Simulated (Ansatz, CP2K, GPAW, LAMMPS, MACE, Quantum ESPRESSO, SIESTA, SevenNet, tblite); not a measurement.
## Glassy 94B2O3-6CaO (mol %) (77 atoms): runs against a plane-wave reference

Density of this cell: 2.00 g/cm³. The cell holds 77 atoms: 30 B, 1 Ca and 46 O. Cell: a = 9.702 Å, b = 9.702 Å, c = 9.702 Å, α = 90.0°, β = 90.0°, γ = 90.0°. 77 atoms (30 B, 1 Ca, 46 O) placed at random at 1.98 g/cm³, melted at 3000 K for 20 ps at fixed volume with the Buckingham and Coulomb pair potential of Guillot and Sator (Geochim. Cosmochim. Acta 71, 1249 (2007)) with the boron terms of Wang et al. (J. Non-Cryst. Solids 498, 294 (2018)). Quenched from 3000 K to 300 K at 20 K/ps and fixed volume, held 10 ps at zero pressure.

Geometry: as built.

The reference, a calculation:

| Item | Value |
| --- | --- |
| method | Kohn-Sham DFT, PBE, SSSP efficiency 1.3.0 pseudopotentials, plane waves (Quantum ESPRESSO 7.5); sssp-pbe-1.3.0-efficiency, cutoffs 60/480 Ry, Γ point |
| r.m.s. force component | 0.9424 eV/Å |
| longest force | 4.225 eV/Å |
| pressure | -9.69 GPa |
| gap (highest filled to lowest empty level) | 3.852 eV |
| time | 2.3 min on 2 MPI ranks of Arm Neoverse V2, shared host |
| CPU time | 4.6 min |

Runs, in no order:
A. MACE MP-0b2 small potential: machine-learned interatomic potential MACE MP-0b2 small, trained on PBE(+U) plane-wave data
B. tblite GFN1-xTB: GFN1-xTB tight binding, diagonalisation
C. CP2K PBE, SZV-MOLOPT-SR, 600/50 Ry, diagonalisation: Kohn-Sham DFT, PBE, GTH-PBE pseudopotentials, Gaussian and plane waves, SZV-MOLOPT-SR-GTH, diagonalisation
D. CP2K PBE, DZVP-UZH, 600/50 Ry, diagonalisation: Kohn-Sham DFT, PBE, GTH-PBE pseudopotentials, Gaussian and plane waves, DZVP-MOLOPT (UZH set), diagonalisation

**Question.** Rank the runs by how far their forces lie from the reference's, least first.

D, A, B, C.

| run | Δ force, r.m.s. (meV/Å) | share of r.m.s. force (%) | CPU time |
| --- | --- | --- | --- |
| D. CP2K PBE, DZVP-UZH, 600/50 Ry, diagonalisation | 92.2 | 9.78 | 3.6 min |
| A. MACE MP-0b2 small potential | 151 | 16.1 | 5.8 s |
| B. tblite GFN1-xTB | 287 | 30.4 | 2.6 s |
| C. CP2K PBE, SZV-MOLOPT-SR, 600/50 Ry, diagonalisation | 606 | 64.3 | 96 s |

Periodic xTB results under one method name differ between programs and library versions. Machine-learned potentials mimic data converged in k, so the reference's own k-point error enters their differences. The network of bonds at the start is that of the classical potential that made the cell, and needn't be the one that DFT or experiment would give. The electronic-structure runs sample only Γ, in a cell whose shortest periodic width is 10 Å.

[Hosts, paths, dates, database ids (printed as entryN), source tags and the programs' standing remarks are cut or masked in the printed files.]
